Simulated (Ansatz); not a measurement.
# (PbSe)2(CaSe)1 [001] superlattice, started as rocksalt type: from the cell to its phonons, part 2 of 3

Aim: the vibrations of (PbSe)2(CaSe)1 [001] superlattice, started as rocksalt type, their spectra, and whether the structure is stable.

Ansatz 0.2.0; DFT PBEsol, scalar-relativistic, plane waves, PAW.

So far: The starting structure; Relaxation. The relaxed cell has a = 4.270, c = 18.117 Å (conventional setting).

The structure was built from a prototype and need not be the compound's stable phase.

In doubt: the program warns that the response may not be converged on this k-mesh (step 4), which bears on the force constants and all frequencies.

## 3. Tight relaxation

Phonons need a cell at rest on their own settings, so the relaxation is repeated with tight tolerances on forces and stress, using the mesh and the filling of the phonon run that follows.

File input.yaml:

```yaml
crystal:
  lattice:
    - [3.0196774795, 3.0196774795, 0.0]
    - [-3.0196774795, 3.0196774795, 0.0]
    - [3.0196774795, 0.0, 9.0584195906]
  atoms:
    - { symbol: Ca, position: [0.6666666667, 0.3333333333, 0.6666666667] }
    - { symbol: Pb, position: [0.0007577954, -0.0007577954, -0.0015155908] }
    - { symbol: Pb, position: [0.3325755379, 0.6674244621, 0.3348489241] }
    - { symbol: Se, position: [0.5039072668, 0.4960927332, -0.0078145337] }
    - { symbol: Se, position: [0.8294260665, 0.1705739335, 0.341147867] }
    - { symbol: Se, position: [0.1666666667, 0.8333333333, 0.6666666667] }
kpoints:
  mp_grid: { grid: [8, 8, 8] }
hamiltonian:
  xc: pbesol
scf:
  occupations: { method: fixed }
output:
  forces: true
  stress: true
  eigenvalues: true
relax:
  adjacent_minimum: "off"
  f_tol: 0.001
  max_steps: 60
  cell: { stress_tol: 0.01 }
```

Launch:

```
$ ansatz run input.yaml --threads 8 --pin off --max-ram 14336MiB --backend cpu --events-out ev --progress --plain --runs-dir out
```

Numbers of over 12 decimals in the logs are rounded to 6 here.

The program printed:

```text
[...]
Crystal: 6 atoms, lattice volume = 165.198 Å³
Basis set: ecut = 420 eV, 3223 PW (Γ), exchange–correlation on 60×60×128 points (8 copies of the dense FFT grid, shifted against one another)
Bands: 52, of which v1, the nominal top of the filled ones, is band 43 counted from 1 (42 counted from 0)
Symmetry: 16 space group operations
[...]
k-points: 59 of 512
[...]
- [3.019903, 3.019903, 0.0]
    - [-3.019903, 3.019903, 0.0]
    - [3.019903, 0, 9.059991]
  atoms:
    - { symbol: Ca, position: [0.666667, 0.333333, 0.666667] }
    - { symbol: Pb, position: [0.000834496, -0.000834496, -0.00166899] }
    - { symbol: Pb, position: [0.332499, 0.667501, 0.335002] }
    - { symbol: Se, position: [0.503996, 0.496004, -0.0079911] }
    - { symbol: Se, position: [0.829338, 0.170662, 0.341324] }
    - { symbol: Se, position: [0.166667, 0.833333, 0.666667] }
[key lines of the parts left out:]
SCF converged after 5 iterations
Free energy (F): -41582.396982 eV
Fermi energy:    8.420423 eV
P = ⅓ Tr σ = 0.0006 GPa (0.006 kbar)
```

Run time: 20 s. Hardware: 8 threads of Arm Neoverse V1, shared host; peak memory 0.92 GiB.

Little changed from the start: no atom moved by 0.005 Å and no cell edge by 0.1 %.

Numbers from this step:

- pressure: 6.31e-4 GPa
- gap on the k-mesh: 0.8971 eV
- volume per atom: 27.54 Å³
- direct gap on mesh: 0.9482 eV

The largest force component left is 0.18 meV/Å and the pressure is 0.001 GPa, within the tolerances set. The cell now holds 27.54 Å³/atom.

## 4. Modes at Γ

The zone centre is the only wavevector solved here; it holds the modes that light can see, as far as symmetry allows. The response to a homogeneous field gives the Born charges and the dielectric tensor, and its change with displacement the Raman tensors.

File input.yaml:

```yaml
crystal:
  lattice:
    - [3.0199029759, 3.0199029759, 0.0]
    - [-3.0199029759, 3.0199029759, 0.0]
    - [3.0199029759, 0.0, 9.0599912898]
  atoms:
    - { symbol: Ca, position: [0.6666666667, 0.3333333333, 0.6666666667] }
    - { symbol: Pb, position: [0.0008344965, -0.0008344965, -0.001668993] }
    - { symbol: Pb, position: [0.3324988369, 0.6675011631, 0.3350023263] }
    - { symbol: Se, position: [0.5039955479, 0.4960044521, -0.0079910959] }
    - { symbol: Se, position: [0.8293377854, 0.1706622146, 0.3413244292] }
    - { symbol: Se, position: [0.1666666667, 0.8333333333, 0.6666666667] }
kpoints:
  mp_grid: { grid: [8, 8, 8] }
hamiltonian:
  xc: pbesol
scf:
  occupations: { method: fixed }
output:
  eigenvalues: true
phonons:
  method: dfpt
  dielectric: true
  rigid_motions: translations
  raman: true
```

The program printed:

```text
Warning: crystal.symmetry: narrowed to the stabiliser of the run's FFT grids — unitary ops 16 → 4. A phonons.method: dfpt run fills in the rows of the dynamical matrix that it does not solve by its symmetry operations, which is exact only for operations that map its FFT grids onto themselves: filled in by any other, the frequencies could depend on the order in which like atoms are typed, or, by more than the grids' own error, on where the crystal sits among the grids' points. Excluded: 12 operations. The run can therefore solve more perturbations, solve them on more k-points, or both, and cost more. [rest of the remark cut]
[...]
Crystal: 6 atoms, lattice volume = 165.251 Å³
Basis set: ecut = 420 eV, 3223 PW (Γ), exchange–correlation on 60×60×144 points (8 copies of the dense FFT grid, shifted against one another)
Bands: 52, of which v1, the nominal top of the filled ones, is band 43 counted from 1 (42 counted from 0)
Symmetry: 16 space group operations
k-points: 260 of 512 (irreducible under 1 space group operation, time reversal used)
[...]
SCF iter   1: F=—  HF=-41582.404292 eV  |F-HF|=—  |Δ(HF+E_count)|=         —  Δρ=2.70e-3  dr2=2.52e-2  ethr=1.77e-3  ⟨swp⟩=5.4  Hψ=47300  notcnv=0  defer=1619
[...]
SCF iter  10: F=-41582.396982 eV  HF=-41582.396982 eV  |F-HF|=1.46e-11  |Δ(HF+E_count)|=  1.46e-11  Δρ=7.10e-8  dr2=6.65e-12  ethr=1.00e-12  ⟨swp⟩=15.8  Hψ=93132  notcnv=0
SCF 1 converged in 10 iterations: F = -41582.396982 eV  dr2 = 6.65e-12
[...]
NSCF: frozen V_eff on 3 k-points
DFPT response loops at Γ: preconditioner auto → Resta (q_TF=auto, 2.447 Å⁻¹)  ε∞=8.2 (no band partly filled); β = 1.00, the filter's whole step (`scf.mixing.beta` (0.50) is not read by the response loops at its default; to damp them type it under 1.00, their step now; it binds the ground state too); Broyden in place of MSR1
── the response to a field inside a basis, on 10×10×8 k-points: an SCF that follows is theirs, and a resumed run solves both again ──
Bands: 44, of which v1, the nominal top of the filled ones, is band 43 counted from 1 (42 counted from 0)
k-points: 220
[...]
Eigensolver: Dense (220 Hₖ)
SCF iter   1: F=—  HF=-41582.282322 eV  |F-HF|=—  |Δ(HF+E_count)|=         —  Δρ=2.12e-4  dr2=3.07e-5  ethr=1.00e-1
[...]
SCF iter   7: F=-41582.282358 eV  HF=-41582.282358 eV  |F-HF|=0.00e0  |Δ(HF+E_count)|=  2.62e-10  Δρ=1.69e-7  dr2=4.46e-11  ethr=1.00e-12
SCF 1 converged in 7 iterations: F = -41582.282358 eV  dr2 = 4.46e-11
[...]
WARN: field response: ε∞ stands inside a basis, on 10×10×8 points; the force constants stand on the 8×8×8 k-mesh, whose period is 9.02 times the interband length at k = (0.0000, -0.5000, 0.2500), direct gap 0.969 eV, under 14: take them and everything formed from them as unconverged, and compare with a denser kpoints.mp_grid
SCF converged after 10 iterations
Free energy (F): -41582.396982 eV
[...]
Internal energy: -41582.396982 eV  (E = F + TS)
E sigma→0 (E₀):  -41582.396982 eV
Fermi energy:    8.420422 eV
[...]
--- Band table (eV; the first three rows and the last of 260) ---
  k-point 0: bands = [... 39 lower, 6.1662, 7.2273, 7.3676, 7.3676, 10.3769, 11.2409, 11.9719, 12.2770, ... 5 higher]
  k-point 1: bands = [... 39 lower, 6.2535, 7.2284, 7.3555, 7.3555, 10.3749, 11.3615, 11.9206, 12.2770, ... 5 higher]
  k-point 2: bands = [... 39 lower, 6.5312, 7.3253, 7.3253, 7.3974, 10.3699, 11.5758, 11.6367, 12.2771, ... 5 higher]
  k-point 259: bands = [... 39 lower, 6.0962, 6.2171, 6.2654, 7.5348, 10.8816, 11.0185, 11.3837, 12.7478, ... 5 higher]
--- Phonons (Γ-DFPT): 12 representative perturbations + reference, on 260 of 512 k-points (Σ response iterations 44) ---
  ASR residual: 4.443e-5 → 0.000e0 eV/Å²; symmetrization residual: 2.714e-5 eV/Å²
  The last average, over the group as it would stand without the narrowing to the FFT grids, took up to 1.371e-5 eV/Å² of the zone centre's force constants
  ASR residual per site (eV/Å²): 2.53e-5 3.00e-5 3.00e-5 1.59e-5 1.59e-5 4.44e-5
  Γ frequencies (cm⁻¹): 0.00 0.00 0.00 33.99 33.99 48.66 48.66 72.62 79.24 79.79 79.79 82.98 82.98 123.30 136.08 149.20 149.20 180.49
  ε∞ (high-frequency dielectric tensor):
       16.657421     0.000000     0.000000
        0.000000    16.657421     0.000000
        0.000000     0.000000    11.983006
  ε⁰ (static dielectric tensor: ions relaxed, cell fixed):
       65.912676     0.000000    -0.000000
        0.000000    65.912676     0.000000
       -0.000000     0.000000    36.901409
  ε⁰ − ε∞ (ionic part):
       49.255255     0.000000    -0.000000
        0.000000    49.255255     0.000000
       -0.000000     0.000000    24.918403
  softest optical mode at Γ: 33.99 cm⁻¹; the repairs (sum rule, projections) moved no ω² at Γ by more than (2.29 cm⁻¹)²
  Born effective charges Z* (e; rows j = field, columns β = displacement):
    site 0:
         2.07718    0.00000    0.00000
         0.00000    2.07718    0.00000
         0.00000    0.00000    2.44881
    site 1:
         4.98943   -0.00000   -0.00000
        -0.00000    4.98943    0.00000
         0.00000    0.00000    4.05768
    site 2:
         4.98943   -0.00000    0.00000
        -0.00000    4.98943    0.00000
        -0.00000    0.00000    4.05768
    site 3:
        -4.89162    0.00000    0.00000
         0.00000   -4.89162    0.00000
         0.00000    0.00000   -3.17192
    site 4:
        -4.89162    0.00000   -0.00000
         0.00000   -4.89162   -0.00000
        -0.00000    0.00000   -3.17192
    site 5:
        -2.27279   -0.00000    0.00000
         0.00000   -2.27279    0.00000
         0.00000    0.00000   -4.22033
  Z* charge neutrality: 4.120e-2 e pre-enforcement
  solved inside a basis spanned on kpoints, on 10×10×8 k-points transformed towards the longest dipole: ε∞ is read to err by 9.3e-2, Z* by 5.2e-2 e (field_mesh: kpoints solves on kpoints); Z* is corrected for what the basis lacks
  Raman tensors (in the event stream and the table raman_tensors.tsv): an entry may err by 1.6e2 Å², one of the second-order susceptibility by 5.7e-17 pm/V (basis, points and sum rule); their sum over the sites missed zero by 3.553e-15 Å² ahead of its enforcement
  optical modes at Γ without the LO–TO term, one row a degenerate level:
      ω (cm⁻¹)  modes    IR ((D/Å)²/amu)  static Raman (Å⁴/amu)  depolarisation
         33.99      2             0.0000                 1.2318           0.750
         48.66      2             4.8982                 0.0000               —
         72.62      1             0.0000               290.3475           0.262
         79.24      1            10.4942                 0.0000               —
         79.79      2            32.7334                 0.0000               —
         82.98      2             0.0000               448.3456           0.750
        123.30      1             0.0000              1068.4115           0.004
        136.08      1             0.9741                 0.0000               —
        149.20      2             9.4031                 0.0000               —
        180.49      1             6.7321                 0.0000               —
  optical modes at Γ + LO–TO along q̂ = [1.0000, 0.0000, 0.0000]:
      ω (cm⁻¹)  modes    IR ((D/Å)²/amu)  static Raman (Å⁴/amu)  depolarisation
         33.99      2             0.0000                 1.2318           0.750
         48.66      1             2.4491                 0.0000               —
         52.63      1             0.1017                 0.0000               —
         72.62      1             0.0000               290.3475           0.262
         79.24      1            10.4942                 0.0000               —
         79.79      1            16.3667                 0.0000               —
         82.98      2             0.0000               448.3456           0.750
        123.30      1             0.0000              1068.4115           0.004
        124.40      1             5.3113                 0.0000               —
        136.08      1             0.9741                 0.0000               —
        149.20      1             4.7015                 0.0000               —
        175.99      1            18.1044                 0.0000               —
        180.49      1             6.7321                 0.0000               —
  optical modes at Γ + LO–TO along q̂ = [0.0000, 1.0000, 0.0000]:
      ω (cm⁻¹)  modes    IR ((D/Å)²/amu)  static Raman (Å⁴/amu)  depolarisation
         33.99      2             0.0000                 1.2318           0.750
         48.66      1             2.4491                 0.0000               —
         52.63      1             0.1017                 0.0000               —
         72.62      1             0.0000               290.3475           0.262
         79.24      1            10.4942                 0.0000               —
         79.79      1            16.3667                 0.0000               —
         82.98      2             0.0000               448.3456           0.750
        123.30      1             0.0000              1068.4115           0.004
        124.40      1             5.3113                 0.0000               —
        136.08      1             0.9741                 0.0000               —
        149.20      1             4.7015                 0.0000               —
        175.99      1            18.1044                 0.0000               —
        180.49      1             6.7321                 0.0000               —
  optical modes at Γ + LO–TO along q̂ = [0.0000, 0.0000, 1.0000]:
      ω (cm⁻¹)  modes    IR ((D/Å)²/amu)  static Raman (Å⁴/amu)  depolarisation
         33.99      2             0.0000                 1.2318           0.750
         48.66      2             4.8982                 0.0000               —
         72.62      1             0.0000               290.3475           0.262
         79.79      2            32.7334                 0.0000               —
         82.98      2             0.0000               448.3456           0.750
        115.82      1             3.2923                 0.0000               —
        123.30      1             0.0000              1068.4115           0.004
        141.16      1             1.4620                 0.0000               —
        149.20      2             9.4031                 0.0000               —
        208.89      1            13.4461                 0.0000               —
```

Wall time 39 min (8 threads); peak memory 8.6 GiB; 4.8 h of CPU time.

Reading the cycles: dr2 is the Hartree energy of the density residual (eV), the measure of convergence; HF is the Harris–Foulkes estimate of the energy, which meets the free energy F at convergence.

Numbers from this step:

* sum-rule residual before enforcement: 4.44e-5 eV/Å²
* miss of the charge sum rule: 0.04120 e
* estimated error of the dielectric tensor: 0.09290
* estimated error of the Born charges: 0.05175 e
* point group: 4/mmm
* highest optical mode at the zone centre (no LO-TO term): 180.5 cm⁻¹
* lowest optical zone-centre mode: 33.99 cm⁻¹
* mean high-frequency dielectric constant: 15.10
* largest Born charge (third of the trace): 4.679 e
* mean static dielectric constant: 56.24
* top of the zone-centre spectrum with the field: 208.9 cm⁻¹

(Part 2 of 3 ends here.)

[Logs are printed without paths, hosts, clocks, repeated set-up lines and the standing remarks that a program may print on its own settings, such as how far it seeks lower states.]

[Hosts, paths, dates, database ids (printed as entryN), source tags and the programs' standing remarks are cut or masked in the printed files.]
